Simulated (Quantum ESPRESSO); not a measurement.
# AlNi (Pm-3m): from the cell to the phonon bands, part 2 of 4

How does AlNi (Pm-3m) vibrate, and is this structure a minimum?

Quantum ESPRESSO 7.5; DFT PBE, scalar-relativistic, plane waves, GBRV ultrasoft pseudopotentials.

So far. Step 2 (A probe with smearing): No gap opens on this mesh, so smearing is kept; the start stands at 1.8 GPa. Step 4 (Ground state): The cell stands at -0.023 GPa, close enough for phonons. The relaxed cell has a = 2.893 Å (conventional setting).

The database entry behind the starting cell differs from later determinations by our own check (about 0.2 % short), so it need not match the best structure at ambient conditions.

### Step 7. Phonons on a q mesh

Linear response treats each wavevector in the unit cell, with no supercell; the 3×3×3 mesh fixes the range of the force constants to be had. The change of the potential is kept for the electron-phonon matrix elements.

ph.in reads:

```
phonons
&inputph
   prefix = 'x'
   outdir = './tmp'
   fildyn = 'x.dyn'
   tr2_ph = 1.0d-18
   alpha_mix(1) = 0.4
   nmix_ph = 8
   ldisp = .true.
   nq1 = 3
   nq2 = 3
   nq3 = 3
   electron_phonon = 'interpolated'
   fildvscf = 'dvscf'
   el_ph_sigma = 0.005
   el_ph_nsigma = 10
/
```

Run with:

```bash
> OMP_NUM_THREADS=1 mpirun -n 4 ph.x -nk 4 -in ph.in > ph.out
```

The log of the run:

```text
[banners, grids, parts of the stress and lines that vanish by symmetry left out]
[banner, memory and clock lines left out]
Program PHONON v.7.5

     ./tmp/x.save/

     IMPORTANT: XC functional enforced from input :
     Exchange-correlation= PBE
                           (   1   4   3   4   0   0   0)
     Any further DFT definition will be discarded
     Please, verify this is what you really want

     G-vector sticks info

     Check: negative core charge=   -0.000007
     Reading collected, re-writing distributed wavefunctions in ./tmp/

     Dynamical matrices for ( 3, 3, 3)  uniform grid of q-points
     (   4 q-points):
       N         xq(1)         xq(2)         xq(3)
       1   0.000000000   0.000000000   0.000000000
       2   0.000000000   0.000000000   0.333333333
       3   0.000000000   0.333333333   0.333333333
       4   0.333333333   0.333333333   0.333333333

     Number and degeneracy of irreps per q-point
       N         xq(1)         xq(2)         xq(3)   N irreps
       1   0.000000000   0.000000000   0.000000000       2
        3   3
       2   0.000000000   0.000000000   0.333333333       4
[...]
3   0.000000000   0.333333333   0.333333333       6
     No degeneracy
       4   0.333333333   0.333333333   0.333333333       4
[...]
Saving dvscf to file. Distribute only q points, not irreducible representations.

     Calculation of q =    0.0000000   0.0000000   0.0000000

     phonons

     bravais-lattice index     =            1
     lattice parameter (alat)  =       5.4673  a.u.
     unit-cell volume          =     163.4212 (a.u.)^3
     number of atoms/cell      =            2
     number of atomic types    =            2
     kinetic-energy cut-off    =      45.0000  Ry
     charge density cut-off    =     270.0000  Ry
     convergence threshold     =      1.0E-18
     beta                      =       0.4000
     number of iterations used =            8
     Exchange-correlation= PBE
                           (   1   4   3   4   0   0   0)

     celldm(1)=    5.46726  celldm(2)=    0.00000  celldm(3)=    0.00000
     celldm(4)=    0.00000  celldm(5)=    0.00000  celldm(6)=    0.00000

     crystal axes: (cart. coord. in units of alat)
               a(1) = (  1.0000  0.0000  0.0000 )
               a(2) = (  0.0000  1.0000  0.0000 )
               a(3) = (  0.0000  0.0000  1.0000 )

     reciprocal axes: (cart. coord. in units 2 pi/alat)
               b(1) = (  1.0000  0.0000  0.0000 )
               b(2) = (  0.0000  1.0000  0.0000 )
               b(3) = (  0.0000  0.0000  1.0000 )

     Atoms inside the unit cell:

     Cartesian axes

     site n.  atom      mass           positions (alat units)
        1  Al     26.9815   tau(    1) = (    0.00000    0.00000    0.00000  )
        2  Ni     58.6934   tau(    2) = (    0.50000    0.50000    0.50000  )

     Computing dynamical matrix for
                    q = (   0.0000000   0.0000000   0.0000000 )

     49 Sym.Ops. (with q -> -q+G )

     G cutoff =  204.4292  (  12197 G-vectors)     FFT grid: ( 30, 30, 30)
     G cutoff =  136.2862  (   6667 G-vectors)  smooth grid: ( 24, 24, 24)

     number of k points=    84  Marzari-Vanderbilt smearing, width (Ry)=  0.0200

     PseudoPot. # 1 for Al read from file:
     ./pseudo/Al.upf
     Pseudo is Ultrasoft + core correction, Zval =  3.0

     PseudoPot. # 2 for Ni read from file:
     ./pseudo/Ni.upf
     Pseudo is Ultrasoft + core correction, Zval = 18.0

     Mode symmetry, O_h (m-3m)  point group:

     Atomic displacements:
     There are    2 irreducible representations

     Representation     1      3 modes -  To be done

     Representation     2      3 modes -  To be done

     Alpha used in Ewald sum =   2.6000

     Representation #   1 modes #   1   2   3

     Self-consistent Calculation
      iter #   1   av.it.:   9.9
      thresh= 1.000E-02 alpha_mix =  0.400 |ddv_scf|^2 =  3.166E-05
      iter #   2   av.it.:  12.4
      thresh= 5.627E-04 alpha_mix =  0.400 |ddv_scf|^2 =  4.093E-06
      iter #   3   av.it.:  13.1
      thresh= 2.023E-04 alpha_mix =  0.400 |ddv_scf|^2 =  8.549E-08
      iter #   4   av.it.:  13.7
      thresh= 2.924E-05 alpha_mix =  0.400 |ddv_scf|^2 =  2.923E-10
[...]
End of self-consistent calculation

     Convergence has been achieved

     Representation #   2 modes #   4   5   6

     Self-consistent Calculation
[...]
End of self-consistent calculation

     Convergence has been achieved

     Number of q in the star =    1
     List of q in the star:
[...]
Diagonalizing the dynamical matrix

     q = (    0.000000000   0.000000000   0.000000000 )

 **************************************************************************
     freq (    1) =       0.117781 [THz] =       3.928756 [cm-1]
     freq (    2) =       0.117781 [THz] =       3.928756 [cm-1]
     freq (    3) =       0.117781 [THz] =       3.928756 [cm-1]
     freq (    4) =       8.682552 [THz] =     289.618752 [cm-1]
     freq (    5) =       8.682552 [THz] =     289.618752 [cm-1]
     freq (    6) =       8.682552 [THz] =     289.618752 [cm-1]
 **************************************************************************

     Mode symmetry, O_h (m-3m)  point group:

     freq (   1-   3) =          3.9  [cm-1]   --> T_1u G_15  G_4- I
     freq (   4-   6) =        289.6  [cm-1]   --> T_1u G_15  G_4- I
     Electron-phonon interaction  ...

     [... narrower broadenings left out ...]
     Gaussian Broadening:   0.020 Ry, ngauss=   0
     DOS =  5.822916 states/spin/Ry/Unit Cell at Ef= 13.630321 eV
     lambda(    1)=  0.0000   gamma=    0.01 GHz
     lambda(    2)=  0.0000   gamma=    0.01 GHz
     lambda(    3)=  0.0000   gamma=    0.01 GHz
     lambda(    4)=  0.0014   gamma=    0.57 GHz
     lambda(    5)=  0.0014   gamma=    0.57 GHz
     lambda(    6)=  0.0014   gamma=    0.57 GHz
     [... wider broadenings left out ...]

     Number of q in the star =    1
     List of q in the star:
[...]
Calculation of q =    0.0000000   0.0000000   0.3333333
     [... set-up and bands at k+q left out ...]

     Mode symmetry, C_4v (4mm)  point group:

     Atomic displacements:
     There are    4 irreducible representations

     Representation     1      1 modes -  To be done

     Representation     2      1 modes -  To be done

[...]
Message from routine init_vloc:
     Interpolation table for Vloc re-allocated

     Alpha used in Ewald sum =   2.6000

     Representation #   1 mode #   1

     Self-consistent Calculation

[...]
[... iterations left out ...]
[...]
End of self-consistent calculation

     Convergence has been achieved

     Representation #   2 mode #   2

     Self-consistent Calculation

[...]
[... iterations left out ...]
[...]
End of self-consistent calculation

     Convergence has been achieved

     Representation #   3 modes #   3   4

[...]
[... iterations left out ...]
[...]
Convergence has been achieved

     Representation #   4 modes #   5   6

[...]
[... iterations left out ...]
[...]
Convergence has been achieved

     Number of q in the star =    6
     List of q in the star:
[...]
Diagonalizing the dynamical matrix

     q = (    0.000000000   0.000000000   0.333333333 )

 **************************************************************************
     freq (    1) =       4.251017 [THz] =     141.798649 [cm-1]
     freq (    2) =       4.251017 [THz] =     141.798649 [cm-1]
     freq (    3) =       4.923901 [THz] =     164.243668 [cm-1]
     freq (    4) =       8.055451 [THz] =     268.700906 [cm-1]
     freq (    5) =       8.055451 [THz] =     268.700906 [cm-1]
     freq (    6) =      10.173685 [THz] =     339.357592 [cm-1]
 **************************************************************************

     Mode symmetry, C_4v (4mm)  point group:

     freq (   1-   2) =        141.8  [cm-1]   --> E    G_5 D_5
     freq (   3-   3) =        164.2  [cm-1]   --> A_1  G_1 D_1
     freq (   4-   5) =        268.7  [cm-1]   --> E    G_5 D_5
     freq (   6-   6) =        339.4  [cm-1]   --> A_1  G_1 D_1
     Electron-phonon interaction  ...

     [... narrower broadenings left out ...]
     Gaussian Broadening:   0.020 Ry, ngauss=   0
     DOS =  5.822916 states/spin/Ry/Unit Cell at Ef= 13.630321 eV
     lambda(    1)=  0.0139   gamma=    1.39 GHz
     lambda(    2)=  0.0139   gamma=    1.39 GHz
     lambda(    3)=  0.1402   gamma=   18.90 GHz
     lambda(    4)=  0.0038   gamma=    1.38 GHz
     lambda(    5)=  0.0038   gamma=    1.38 GHz
     lambda(    6)=  0.1367   gamma=   78.67 GHz
     [... wider broadenings left out ...]

     Number of q in the star =    6
     List of q in the star:
[...]
Calculation of q =    0.0000000   0.3333333   0.3333333
     [... set-up and bands at k+q left out ...]

     Mode symmetry, C_2v (mm2)  point group:

     Atomic displacements:
     There are    6 irreducible representations

[...]
Alpha used in Ewald sum =   2.6000

     Representation #   1 mode #   1

[...]
Convergence has been achieved

     Representation #   2 mode #   2

[...]
Convergence has been achieved

[...]
Convergence has been achieved

[...]
Convergence has been achieved

[...]
Convergence has been achieved

[...]
Convergence has been achieved

     Number of q in the star =   12
     List of q in the star:
[...]
Diagonalizing the dynamical matrix

     q = (    0.000000000   0.333333333   0.333333333 )

 **************************************************************************
     freq (    1) =       2.909855 [THz] =      97.062322 [cm-1]
     freq (    2) =       4.488542 [THz] =     149.721658 [cm-1]
     freq (    3) =       5.180022 [THz] =     172.786929 [cm-1]
     freq (    4) =       7.749654 [THz] =     258.500635 [cm-1]
     freq (    5) =       9.901379 [THz] =     330.274449 [cm-1]
     freq (    6) =       9.950563 [THz] =     331.915066 [cm-1]
 **************************************************************************

     Mode symmetry, C_2v (mm2)  point group:

     freq (   1-   1) =         97.1  [cm-1]   --> B_2  D_4  S_4
     freq (   2-   2) =        149.7  [cm-1]   --> A_1  D_1  S_1
     freq (   3-   3) =        172.8  [cm-1]   --> B_1  D_3  S_3
     freq (   4-   4) =        258.5  [cm-1]   --> B_1  D_3  S_3
     freq (   5-   5) =        330.3  [cm-1]   --> B_2  D_4  S_4
     freq (   6-   6) =        331.9  [cm-1]   --> A_1  D_1  S_1
     Electron-phonon interaction  ...

     [... narrower broadenings left out ...]
     Gaussian Broadening:   0.020 Ry, ngauss=   0
     DOS =  5.822916 states/spin/Ry/Unit Cell at Ef= 13.630321 eV
     lambda(    1)=  0.1942   gamma=    9.14 GHz
     lambda(    2)=  0.1799   gamma=   20.16 GHz
     lambda(    3)=  0.0095   gamma=    1.42 GHz
     lambda(    4)=  0.0052   gamma=    1.75 GHz
     lambda(    5)=  0.0161   gamma=    8.77 GHz
     lambda(    6)=  0.0237   gamma=   13.06 GHz
     [... wider broadenings left out ...]

     Number of q in the star =   12
     List of q in the star:
[...]
Calculation of q =    0.3333333   0.3333333   0.3333333
     [... set-up and bands at k+q left out ...]

     Mode symmetry, C_3v (3m)   point group:

     Atomic displacements:
     There are    4 irreducible representations

[...]
Representation     3      2 modes -  To be done

     Representation     4      2 modes -  To be done

     Alpha used in Ewald sum =   2.6000

     Representation #   1 mode #   1

[...]
Convergence has been achieved

     Representation #   2 mode #   2

[...]
Convergence has been achieved

     Representation #   3 modes #   3   4

     Self-consistent Calculation

[...]
[... iterations left out ...]
[...]
End of self-consistent calculation

     Convergence has been achieved

     Representation #   4 modes #   5   6

     Self-consistent Calculation

      iter #   1   av.it.:   6.1
      thresh= 1.000E-02 alpha_mix =  0.400 |ddv_scf|^2 =  2.718E-07

      [... iterations left out ...]
      iter #   9   av.it.:  15.4
      thresh= 2.704E-10 alpha_mix =  0.400 |ddv_scf|^2 =  7.009E-19

     End of self-consistent calculation

     Convergence has been achieved

     Number of q in the star =    8
     List of q in the star:
[...]
Diagonalizing the dynamical matrix

     q = (    0.333333333   0.333333333   0.333333333 )

 **************************************************************************
     freq (    1) =       4.159378 [THz] =     138.741911 [cm-1]
     freq (    2) =       4.159378 [THz] =     138.741911 [cm-1]
     freq (    3) =       4.370815 [THz] =     145.794702 [cm-1]
     freq (    4) =       9.522860 [THz] =     317.648409 [cm-1]
     freq (    5) =       9.522860 [THz] =     317.648409 [cm-1]
     freq (    6) =       9.750586 [THz] =     325.244524 [cm-1]
 **************************************************************************

     Mode symmetry, C_3v (3m)   point group:

     freq (   1-   2) =        138.7  [cm-1]   --> E    L_3
     freq (   3-   3) =        145.8  [cm-1]   --> A_1  L_1
     freq (   4-   5) =        317.6  [cm-1]   --> E    L_3
     freq (   6-   6) =        325.2  [cm-1]   --> A_1  L_1
     Electron-phonon interaction  ...

     [... narrower broadenings left out ...]
     Gaussian Broadening:   0.020 Ry, ngauss=   0
     DOS =  5.822916 states/spin/Ry/Unit Cell at Ef= 13.630321 eV
     lambda(    1)=  0.0900   gamma=    8.66 GHz
     lambda(    2)=  0.0900   gamma=    8.66 GHz
     lambda(    3)=  0.1109   gamma=   11.78 GHz
     lambda(    4)=  0.0213   gamma=   10.74 GHz
     lambda(    5)=  0.0213   gamma=   10.74 GHz
     lambda(    6)=  0.0209   gamma=   11.04 GHz
     [... wider broadenings left out ...]

     Number of q in the star =    8
     List of q in the star:
[...]
7  -0.333333333   0.333333333  -0.333333333
          8   0.333333333  -0.333333333  -0.333333333


[key lines of the parts left out:]
the Fermi energy is    13.6185 ev
```

Run time: 23 min. Hardware: 4 MPI ranks of Arm Neoverse V1, shared host; 1.5 h of CPU time.

This step gave:

```
largest acoustic frequency at the zone centre before the sum rule  : 3.93 cm⁻¹
highest optical zone-centre mode (no LO-TO term)                   : 289.6 cm⁻¹
lowest optical zone-centre mode                                    : 289.6 cm⁻¹
lowest mode on the q mesh (acoustic ones at the zone centre apart) : 97.06 cm⁻¹
```

Frequencies (cm⁻¹) at each irreducible wavevector; negative means imaginary. Frequencies by wavevector:

```
       q (fractions)  star  mode 1  mode 2  mode 3  mode 4  mode 5  mode 6
               0 0 0     1    3.93    3.93    3.93   289.6   289.6   289.6
          0 0 0.3333     6   141.8   141.8   164.2   268.7   268.7   339.4
     0 0.3333 0.3333    12   97.06   149.7   172.8   258.5   330.3   331.9
0.3333 0.3333 0.3333     8   138.7   138.7   145.8   317.6   317.6   325.2
```

Couplings of single modes at a Gaussian broadening of 0.02 Ry, as ph.x prints them; it sets λ to zero for modes under 20 cm⁻¹. Mode couplings:

```
       q (fractions)  mode  frequency (cm⁻¹)       λ  linewidth γ (GHz)
          0 0 0.3333     1             141.8  0.0139               1.39
          0 0 0.3333     2             141.8  0.0139               1.39
          0 0 0.3333     3             164.2  0.1402               18.9
          0 0 0.3333     4             268.7  0.0038               1.38
          0 0 0.3333     5             268.7  0.0038               1.38
          0 0 0.3333     6             339.4  0.1367              78.67
     0 0.3333 0.3333     1             97.06  0.1942               9.14
     0 0.3333 0.3333     2             149.7  0.1799              20.16
     0 0.3333 0.3333     3             172.8  0.0095               1.42
     0 0.3333 0.3333     4             258.5  0.0052               1.75
     0 0.3333 0.3333     5             330.3  0.0161               8.77
     0 0.3333 0.3333     6             331.9  0.0237              13.06
0.3333 0.3333 0.3333     1             138.7    0.09               8.66
0.3333 0.3333 0.3333     2             138.7    0.09               8.66
0.3333 0.3333 0.3333     3             145.8  0.1109              11.78
0.3333 0.3333 0.3333     4             317.6  0.0213              10.74
0.3333 0.3333 0.3333     5             317.6  0.0213              10.74
0.3333 0.3333 0.3333     6             325.2  0.0209              11.04
```

The acoustic modes at Γ come out as far as 3.9 cm⁻¹ from zero, where they should vanish, a small numerical error.

### Step 8. Force constants in real space

The dynamical matrices of the mesh are Fourier-transformed to force constants in real space.

q2r.in reads:

```
&input
   fildyn = 'x.dyn'
   zasr = 'crystal'
   flfrc = 'x.fc'
   la2F = .true.
/
```

Run with:

```bash
> q2r.x < q2r.in > q2r.out
```

The log of the run:

```text
[banners, grids, parts of the stress and lines that vanish by symmetry left out]
[banner, memory and clock lines left out]
Program Q2R v.7.5

  reading grid info from file x.dyn0

  reading force constants from file x.dyn1
  Dielectric Tensor not found
  nqs=            1
 q=   0.00000000  0.00000000  0.00000000
  reading force constants from file x.dyn2
  nqs=            6
 q=   0.00000000  0.00000000  0.33333333
[...]
reading force constants from file x.dyn3
  nqs=           12
[...]
reading force constants from file x.dyn4
  nqs=            8
[...]
q=  -0.33333333  0.33333333 -0.33333333
 q=   0.33333333 -0.33333333 -0.33333333

      q-space grid ok, #points =   27

      fft-check success (sum of imaginary terms < 10^-12)

   Preparing gamma for a2F

 Broadening =      0.005
      q-space grid ok, #points =   27

      fft-check success (sum of imaginary terms < 10^-12)

 Broadening =      0.010
[...]
Broadening =      0.045
      q-space grid ok, #points =   27

      fft-check success (sum of imaginary terms < 10^-12)

 Broadening =      0.050
      q-space grid ok, #points =   27

      fft-check success (sum of imaginary terms < 10^-12)
```

Elapsed: 0.48 s, on 1 thread.

(Part 2 of 4 ends here.)

[Host names and launcher messages were left out of these logs when they were recorded.]

[Logs are printed without paths, hosts, clocks, repeated set-up lines and the standing remarks that a program may print on its own settings, such as how far it seeks lower states.]

[Hosts, paths, dates, database ids (printed as entryN), source tags and the programs' standing remarks are cut or masked in the printed files.]
